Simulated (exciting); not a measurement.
## Al2O3 (Corundum): the Al K edge from the Bethe–Salpeter equation

How far do the exchange and direct terms reshape the Al K edge of Al2O3 (Corundum)?

Calculated with exciting sodium; X-ray absorption, core-level Bethe-Salpeter equation, exchange and statically screened direct term, Tamm-Dancoff, all-electron LAPW+lo PBE.

This is a report of a sequence of runs, with most program output left out.

## 1. The structure

Symmetry: R-3c, No. 167, trigonal system. Conventional cell: a = 4.760 Å, b = 4.760 Å, c = 12.996 Å, α = 90.00°, β = 90.00°, γ = 120.00°. Nearest to Al lie 6 O at 1.85 to 1.97 Å. Nearest to O lie 4 Al at 1.85 to 1.97 Å. Farther neighbours and most contacts between anions are not listed.

Coordinates:

```xyz
10
Lattice="2.3803 1.3742 4.3319 -2.3803 1.3742 4.3319 0.0000 -2.7485 4.3319" Properties=species:S:1:pos:R:3 pbc="T T T"
Al    0.0000    0.0000   11.0743
Al    0.0000    0.0000    8.4191
Al    0.0000    0.0000    1.9213
Al    0.0000    0.0000    4.5765
O    -1.6503   -0.1099    5.4148
O     0.7300    1.4841    5.4148
O     0.9203   -1.3742    5.4148
O     1.6503    0.1099    7.5808
O    -0.7300   -1.4841    7.5808
O    -0.9203    1.3742    7.5808
```

Differences between curves are given as r.m.s. difference over r.m.s. height.

## 2. Ground state

The species files are the program's own, with muffin-tin radii set in the input.

input.xml reads:

```
<input>
  <title>Al2O3</title>
  <structure speciespath="." autormt="false" epslat="1.0e-5">
    <crystal>
      <basevect>4.4980206073 2.5969334084 8.1860416070</basevect>
      <basevect>-4.4980206073 2.5969334084 8.1860416070</basevect>
      <basevect>0.0000000000 -5.1938668170 8.1860416070</basevect>
    </crystal>
    <species speciesfile="Al.xml" rmt="1.970">
      <atom coord="0.8521600000 0.8521600000 0.8521600000"/>
      <atom coord="0.6478400000 0.6478400000 0.6478400000"/>
      <atom coord="0.1478400000 0.1478400000 0.1478400000"/>
      <atom coord="0.3521600000 0.3521600000 0.3521600000"/>
    </species>
    <species speciesfile="O.xml" rmt="1.429">
      <atom coord="0.0566800000 0.7500000000 0.4433200000"/>
      <atom coord="0.7500000000 0.4433200000 0.0566800000"/>
      <atom coord="0.4433200000 0.0566800000 0.7500000000"/>
      <atom coord="0.9433200000 0.2500000000 0.5566800000"/>
      <atom coord="0.2500000000 0.5566800000 0.9433200000"/>
      <atom coord="0.5566800000 0.9433200000 0.2500000000"/>
    </species>
  </structure>
  <groundstate do="fromscratch" xctype="GGA_PBE" ngridk="3 3 3" rgkmax="6.5" gmaxvr="14" nempty="8" swidth="0.001" maxscl="100" epsengy="1e-5"/>
</input>
```

The run is started by

```sh
$ OMP_NUM_THREADS=1 mpirun -n 4 exciting
```

It took 78 s on 4 MPI ranks of Arm Neoverse V2, shared host.

The mesh shows a gap of 6.24 eV. Core levels (Dirac, from the valence top):

| atom | level | energy (eV) |
| --- | --- | --- |
| Al | 1s1/2 | -1503.3 |
| Al | 2s1/2 | -100.4 |
| O | 1s1/2 | -503.4 |

## 3. A richer basis for the empty states

Each species file gets more local orbitals, built from u and its energy derivative at 0.15 Ha and u at 0.9 Ha.

input.xml is that of step 2.

SPECIES.xml, added lines reads:

```
<lo l="L">  <!-- L = 0, 1, 2 -->
  <wf matchingOrder="0" trialEnergy="0.1500" searchE="false"/>
  <wf matchingOrder="1" trialEnergy="0.1500" searchE="false"/>
  <wf matchingOrder="0" trialEnergy="0.9000" searchE="false"/>
</lo>
```

The run is started by

```sh
$ OMP_NUM_THREADS=1 mpirun -n 4 exciting
```

Elapsed: 1.9 min, on 4 MPI ranks.

Against the first ground state the total energy moves by -9 meV an atom and the gap by -0.01 eV.

## 4. Screening, kernels and BSE for Al atom 1

The absorber has 3 O at 1.85 Å and 3 O at 1.97 Å (distorted octahedral, site symmetry 3).

input.xml: that of step 3 with these lines changed.

```diff
@@ -23,3 +23,20 @@
   </structure>
-  <groundstate do="fromscratch" xctype="GGA_PBE" ngridk="3 3 3" rgkmax="6.5" gmaxvr="14" nempty="8" swidth="0.001" maxscl="100" epsengy="1e-5"/>
+  <groundstate do="skip" xctype="GGA_PBE" ngridk="3 3 3" rgkmax="6.5" gmaxvr="14" nempty="8" swidth="0.001" maxscl="100" epsengy="1e-5"/>
+  <xs xstype="BSE" ngridk="3 3 3" ngridq="3 3 3" vkloff="0.097 0.273 0.493" rgkmax="6.5" nempty="34" gqmax="3" lmaxapwwf="5" lmaxemat="2" broad="0.01654" tevout="true">
+    <energywindow intv="55.032 56.649" points="440"/>
+    <screening screentype="full" nempty="58"/>
+    <BSE xas="true" xasspecies="1" xasatom="1" xasedge="K" bsetype="singlet" nstlxas="1 30"/>
+    <qpointset>
+      <qpoint>0 0 0</qpoint>
+    </qpointset>
+    <plan>
+      <doonly task="xsgeneigvec"/>
+      <doonly task="writepmatxs"/>
+      <doonly task="scrgeneigvec"/>
+      <doonly task="scrwritepmat"/>
+      <doonly task="screen"/>
+      <doonly task="scrcoulint"/>
+      <doonly task="exccoulint"/>
+    </plan>
+  </xs>
 </input>
```

input.xml for the last start (plan only) reads:

```
  <plan>
    <doonly task="bse"/>
  </plan>
```

The run is started by

```sh
$ OMP_NUM_THREADS=1 mpirun -n 4 exciting
$ OMP_NUM_THREADS=4 exciting
```

It took 11 min on 4 MPI ranks.

Wall time by task: xsgeneigvec 17 s, writepmatxs 6.7 s, scrgeneigvec 23 s, scrwritepmat 6 s, screen 3.1 min, scrcoulint 2.7 min, exccoulint 4.1 min, bse 2.4 s.

The Al K spectrum of Al atom 1 (energy from the Kohn–Sham onset, core level to the lowest empty state found on the meshes used, 1509.49 eV; the ground-state mesh sets it, and the shifted mesh has its lowest transition 0.45 eV above it; Im ε scaled to the maximum of the singlet run; cut below the end of the band set):

| E (eV) | isotropic | ε ⊥ c | ε ∥ c |
| --- | --- | --- | --- |
| -3.0 | 0.02 | 0.02 | 0.02 |
| -2.5 | 0.03 | 0.02 | 0.03 |
| -2.0 | 0.03 | 0.03 | 0.04 |
| -1.5 | 0.05 | 0.04 | 0.06 |
| -1.0 | 0.07 | 0.06 | 0.08 |
| -0.5 | 0.11 | 0.10 | 0.14 |
| 0.0 | 0.21 | 0.18 | 0.28 |
| 0.5 | 0.46 | 0.38 | 0.62 |
| 1.0 | 0.92 | 0.81 | 1.14 |
| 1.5 | 0.89 | 0.92 | 0.84 |
| 2.0 | 0.53 | 0.55 | 0.50 |
| 2.5 | 0.39 | 0.40 | 0.36 |
| 3.0 | 0.37 | 0.40 | 0.33 |
| 3.5 | 0.36 | 0.38 | 0.31 |
| 4.0 | 0.38 | 0.41 | 0.31 |
| 4.5 | 0.40 | 0.42 | 0.36 |
| 5.0 | 0.42 | 0.43 | 0.42 |
| 5.5 | 0.40 | 0.40 | 0.41 |
| 6.0 | 0.35 | 0.35 | 0.37 |
| 6.5 | 0.33 | 0.32 | 0.36 |
| 7.0 | 0.29 | 0.28 | 0.31 |
| 7.5 | 0.19 | 0.19 | 0.19 |
| 8.0 | 0.15 | 0.17 | 0.13 |
| 8.5 | 0.16 | 0.19 | 0.11 |
| 9.0 | 0.17 | 0.22 | 0.08 |
| 9.5 | 0.18 | 0.23 | 0.07 |
| 10.0 | 0.15 | 0.19 | 0.08 |
| 10.5 | 0.14 | 0.17 | 0.08 |
| 11.0 | 0.12 | 0.14 | 0.09 |
| 11.5 | 0.12 | 0.13 | 0.10 |
| 12.0 | 0.12 | 0.12 | 0.11 |
| 12.5 | 0.13 | 0.13 | 0.13 |
| 13.0 | 0.12 | 0.12 | 0.13 |
| 13.5 | 0.10 | 0.09 | 0.11 |
| 14.0 | 0.09 | 0.08 | 0.11 |

Maxima (height): 1.2 eV (1.00), 5.2 eV (0.43) and 9.3 eV (0.18).

The Hamiltonian has 1620 rows. The lowest groups of eigenvalues and the brightest ones, on the scale above (the program counts from the shifted mesh's onset, 0.45 eV higher). Core spinors bring spin-forbidden partners, so dark means forbidden by spin or by symmetry, and the shifted mesh splits states that symmetry would keep together:

| energy (eV) | states within 10 meV | relative strength |
| --- | --- | --- |
| -1.677 | 2 | 0.0076 |
| -0.238 | 2 | 0.020 |
| 0.290 | 2 | 0.072 |
| 0.351 | 2 | 0.14 |
| 0.535 | 2 | 0.14 |
| 0.824 | 2 | 0.38 |
| 1.030 | 2 | 0.82 |
| 1.058 | 2 | 1.00 |
| 1.183 | 2 | 0.65 |
| 1.317 | 2 | 0.53 |
| 1.420 | 2 | 0.39 |
| 1.479 | 2 | 0.40 |
| 1.600 | 2 | 0.49 |

## 5. Independent particles

input.xml: that of step 4 with these lines changed.

```diff
@@ -27,3 +27,3 @@
     <screening screentype="full" nempty="58"/>
-    <BSE xas="true" xasspecies="1" xasatom="1" xasedge="K" bsetype="singlet" nstlxas="1 30"/>
+    <BSE xas="true" xasspecies="1" xasatom="1" xasedge="K" bsetype="IP" nstlxas="1 30"/>
     <qpointset>
@@ -32,9 +32,3 @@
     <plan>
-      <doonly task="xsgeneigvec"/>
-      <doonly task="writepmatxs"/>
-      <doonly task="scrgeneigvec"/>
-      <doonly task="scrwritepmat"/>
-      <doonly task="screen"/>
-      <doonly task="scrcoulint"/>
-      <doonly task="exccoulint"/>
+      <doonly task="bse"/>
     </plan>
```

The run is started by

```sh
$ OMP_NUM_THREADS=4 exciting
```

The job ended after 1.5 s (4 threads).

Maxima (height): 8.9 eV (0.57) and 11.7 eV (0.39). Against the singlet run the r.m.s. difference is 93 %. Moving the earlier curve by +7.5 eV leaves 42 %. The highest maximum lies at 8.9 eV (0.57), against 1.2 eV (1.00).

## 6. Exchange alone

input.xml: that of step 5 with these lines changed.

```diff
@@ -27,3 +27,3 @@
     <screening screentype="full" nempty="58"/>
-    <BSE xas="true" xasspecies="1" xasatom="1" xasedge="K" bsetype="IP" nstlxas="1 30"/>
+    <BSE xas="true" xasspecies="1" xasatom="1" xasedge="K" bsetype="RPA" nstlxas="1 30"/>
     <qpointset>
```

The run is started by

```sh
$ OMP_NUM_THREADS=4 exciting
```

Elapsed: 3 s, on 4 threads.

Maxima (height): 8.9 eV (0.57) and 11.7 eV (0.39). The spectrum is that of the independent-particle run within 1 %.

## 7. Direct term alone

input.xml: that of step 6 with these lines changed.

```diff
@@ -27,3 +27,3 @@
     <screening screentype="full" nempty="58"/>
-    <BSE xas="true" xasspecies="1" xasatom="1" xasedge="K" bsetype="RPA" nstlxas="1 30"/>
+    <BSE xas="true" xasspecies="1" xasatom="1" xasedge="K" bsetype="triplet" nstlxas="1 30"/>
     <qpointset>
```

The run is started by

```sh
$ OMP_NUM_THREADS=4 exciting
```

Wall time 3 s (4 threads).

Maxima (height): 1.2 eV (1.01), 5.2 eV (0.43) and 9.3 eV (0.18). The spectrum is that of the singlet run within 1 %.

## 8. Broadening

Changed against the first singlet run: half width (eV) from 0.45 to 0.11.

input.xml: that of step 7 with these lines changed.

```diff
@@ -24,6 +24,6 @@
   <groundstate do="skip" xctype="GGA_PBE" ngridk="3 3 3" rgkmax="6.5" gmaxvr="14" nempty="8" swidth="0.001" maxscl="100" epsengy="1e-5"/>
-  <xs xstype="BSE" ngridk="3 3 3" ngridq="3 3 3" vkloff="0.097 0.273 0.493" rgkmax="6.5" nempty="34" gqmax="3" lmaxapwwf="5" lmaxemat="2" broad="0.01654" tevout="true">
-    <energywindow intv="55.032 56.649" points="440"/>
+  <xs xstype="BSE" ngridk="3 3 3" ngridq="3 3 3" vkloff="0.097 0.273 0.493" rgkmax="6.5" nempty="34" gqmax="3" lmaxapwwf="5" lmaxemat="2" broad="0.00404" tevout="true">
+    <energywindow intv="55.032 56.649" points="1200"/>
     <screening screentype="full" nempty="58"/>
-    <BSE xas="true" xasspecies="1" xasatom="1" xasedge="K" bsetype="triplet" nstlxas="1 30"/>
+    <BSE xas="true" xasspecies="1" xasatom="1" xasedge="K" bsetype="singlet" nstlxas="1 30"/>
     <qpointset>
```

The run is started by

```sh
$ OMP_NUM_THREADS=4 exciting
```

It took 4.5 s on 4 threads.

Against the singlet run the r.m.s. difference is 43 %. The highest maximum lies at 1.1 eV (2.15), against 1.2 eV (1.00). Only the width of each line changes; the area stays. A table step wider than the lines misses their tops.

| E (eV) | first run | this run |
| --- | --- | --- |
| -3.0 | 0.02 | 0.01 |
| -2.0 | 0.03 | 0.01 |
| -1.0 | 0.07 | 0.02 |
| 0.0 | 0.21 | 0.07 |
| 1.0 | 0.92 | 1.80 |
| 2.0 | 0.53 | 0.43 |
| 3.0 | 0.37 | 0.40 |
| 4.0 | 0.38 | 0.38 |
| 5.0 | 0.42 | 0.46 |
| 6.0 | 0.35 | 0.34 |
| 7.0 | 0.29 | 0.37 |
| 8.0 | 0.15 | 0.11 |
| 9.0 | 0.17 | 0.16 |
| 10.0 | 0.15 | 0.15 |
| 11.0 | 0.12 | 0.11 |
| 12.0 | 0.12 | 0.10 |
| 13.0 | 0.12 | 0.14 |
| 14.0 | 0.09 | 0.08 |

## 9. Coarser mesh

Changed against the first singlet run: k mesh from 3×3×3 to 2×2×2.

input.xml: that of step 8 with these lines changed.

```diff
@@ -24,4 +24,4 @@
   <groundstate do="skip" xctype="GGA_PBE" ngridk="3 3 3" rgkmax="6.5" gmaxvr="14" nempty="8" swidth="0.001" maxscl="100" epsengy="1e-5"/>
-  <xs xstype="BSE" ngridk="3 3 3" ngridq="3 3 3" vkloff="0.097 0.273 0.493" rgkmax="6.5" nempty="34" gqmax="3" lmaxapwwf="5" lmaxemat="2" broad="0.00404" tevout="true">
-    <energywindow intv="55.032 56.649" points="1200"/>
+  <xs xstype="BSE" ngridk="2 2 2" ngridq="2 2 2" vkloff="0.097 0.273 0.493" rgkmax="6.5" nempty="34" gqmax="3" lmaxapwwf="5" lmaxemat="2" broad="0.01654" tevout="true">
+    <energywindow intv="55.032 56.649" points="440"/>
     <screening screentype="full" nempty="58"/>
@@ -32,3 +32,9 @@
     <plan>
-      <doonly task="bse"/>
+      <doonly task="xsgeneigvec"/>
+      <doonly task="writepmatxs"/>
+      <doonly task="scrgeneigvec"/>
+      <doonly task="scrwritepmat"/>
+      <doonly task="screen"/>
+      <doonly task="scrcoulint"/>
+      <doonly task="exccoulint"/>
     </plan>
```

input.xml for the last start (plan only) reads:

```
  <plan>
    <doonly task="bse"/>
  </plan>
```

The run is started by

```sh
$ OMP_NUM_THREADS=1 mpirun -n 4 exciting
$ OMP_NUM_THREADS=4 exciting
```

It took 2.6 min on 4 MPI ranks.

These settings are cheaper. The spectrum differs from the singlet run by 7 % r.m.s. The highest maximum lies at 1.4 eV (0.96), against 1.2 eV (1.00). The first bright state moves from 0.29 to -0.01 eV. The lowest bare transition of this run lies at 0.93 eV, against 0.45. A coarse mesh samples few band energies, and it inflates the long-range part of the attraction.

| E (eV) | first run | this run |
| --- | --- | --- |
| -3.0 | 0.02 | 0.02 |
| -2.0 | 0.03 | 0.03 |
| -1.0 | 0.07 | 0.06 |
| 0.0 | 0.21 | 0.19 |
| 1.0 | 0.92 | 0.80 |
| 2.0 | 0.53 | 0.56 |
| 3.0 | 0.37 | 0.38 |
| 4.0 | 0.38 | 0.37 |
| 5.0 | 0.42 | 0.43 |
| 6.0 | 0.35 | 0.37 |
| 7.0 | 0.29 | 0.29 |
| 8.0 | 0.15 | 0.16 |
| 9.0 | 0.17 | 0.18 |
| 10.0 | 0.15 | 0.17 |
| 11.0 | 0.12 | 0.12 |
| 12.0 | 0.12 | 0.12 |
| 13.0 | 0.12 | 0.12 |
| 14.0 | 0.09 | 0.09 |

## 10. The levels of theory side by side

| level | curve passes 0.15 (eV) | highest maximum (eV) | its height |
| --- | --- | --- | --- |
| IP | 3.4 | 8.9 | 0.57 |
| RPA | 3.4 | 8.9 | 0.57 |
| direct only | -0.2 | 1.2 | 1.01 |
| singlet | -0.2 | 1.2 | 1.00 |

| E (eV) | IP | RPA | direct only | singlet |
| --- | --- | --- | --- | --- |
| -3.0 | 0.01 | 0.01 | 0.02 | 0.02 |
| -2.0 | 0.01 | 0.01 | 0.03 | 0.03 |
| -1.0 | 0.01 | 0.01 | 0.07 | 0.07 |
| 0.0 | 0.01 | 0.01 | 0.22 | 0.21 |
| 1.0 | 0.02 | 0.02 | 0.93 | 0.92 |
| 2.0 | 0.04 | 0.04 | 0.53 | 0.53 |
| 3.0 | 0.11 | 0.10 | 0.37 | 0.37 |
| 4.0 | 0.19 | 0.19 | 0.38 | 0.38 |
| 5.0 | 0.21 | 0.21 | 0.42 | 0.42 |
| 6.0 | 0.23 | 0.23 | 0.35 | 0.35 |
| 7.0 | 0.31 | 0.31 | 0.29 | 0.29 |
| 8.0 | 0.35 | 0.35 | 0.15 | 0.15 |
| 9.0 | 0.57 | 0.56 | 0.17 | 0.17 |
| 10.0 | 0.43 | 0.43 | 0.15 | 0.15 |
| 11.0 | 0.38 | 0.38 | 0.12 | 0.12 |
| 12.0 | 0.36 | 0.36 | 0.12 | 0.12 |
| 13.0 | 0.27 | 0.27 | 0.12 | 0.12 |
| 14.0 | 0.32 | 0.32 | 0.09 | 0.09 |

## 11. What came out

```json
{
  "absorber and edge": "Al K, atom 1",
  "surroundings": "3 O at 1.85 Å and 3 O at 1.97 Å (distorted octahedral, site symmetry 3)",
  "first bright state": "0.29 eV from the Kohn–Sham onset, on this mesh",
  "highest maximum": "1.2 eV",
  "cost of the BSE run": "11 min on 4 MPI ranks of Arm Neoverse V2, shared host; the last task ran on as many threads"
}
```

In words: Is a core exciton bound? Undecided on this mesh: the first bright state (over 5 % of the brightest) lies at 0.29 eV from the Kohn–Sham onset and at -0.16 eV from the lowest bare transition of its own mesh; weaker or dark states reach down to -1.68 eV. Changing the half width (eV) from 0.45 to 0.11 alters the spectrum by 43 % r.m.s. Exchange alone changes the independent-particle spectrum by 0.4 % r.m.s. Leaving exchange out of the full kernel changes the spectrum by 0.7 % r.m.s. A mesh of 27 points doesn't converge binding energies, and fine structure above the first lines is partly noise of the mesh. Exchange and the short-range direct term aren't converged in the kernel cutoff. The zero comes from the unshifted 3×3×3 ground-state mesh; it is exact only where the band minimum lies on that mesh. The Kohn–Sham onset, 1509 eV, is no photon energy (tabulated edge of the element: 1559 eV): the scale needs a rigid shift. Bands and screening come from semilocal DFT, whose small gap overscreens. Vibrations and energy-dependent lifetimes are left out. The structure is a published determination, not relaxed.

[Logs are printed without paths, hosts, clocks, repeated set-up lines and the standing remarks that a program may print on its own settings, such as how far it seeks lower states.]

[Hosts, paths, dates, database ids (printed as entryN), source tags and the programs' standing remarks are cut or masked in the printed files.]
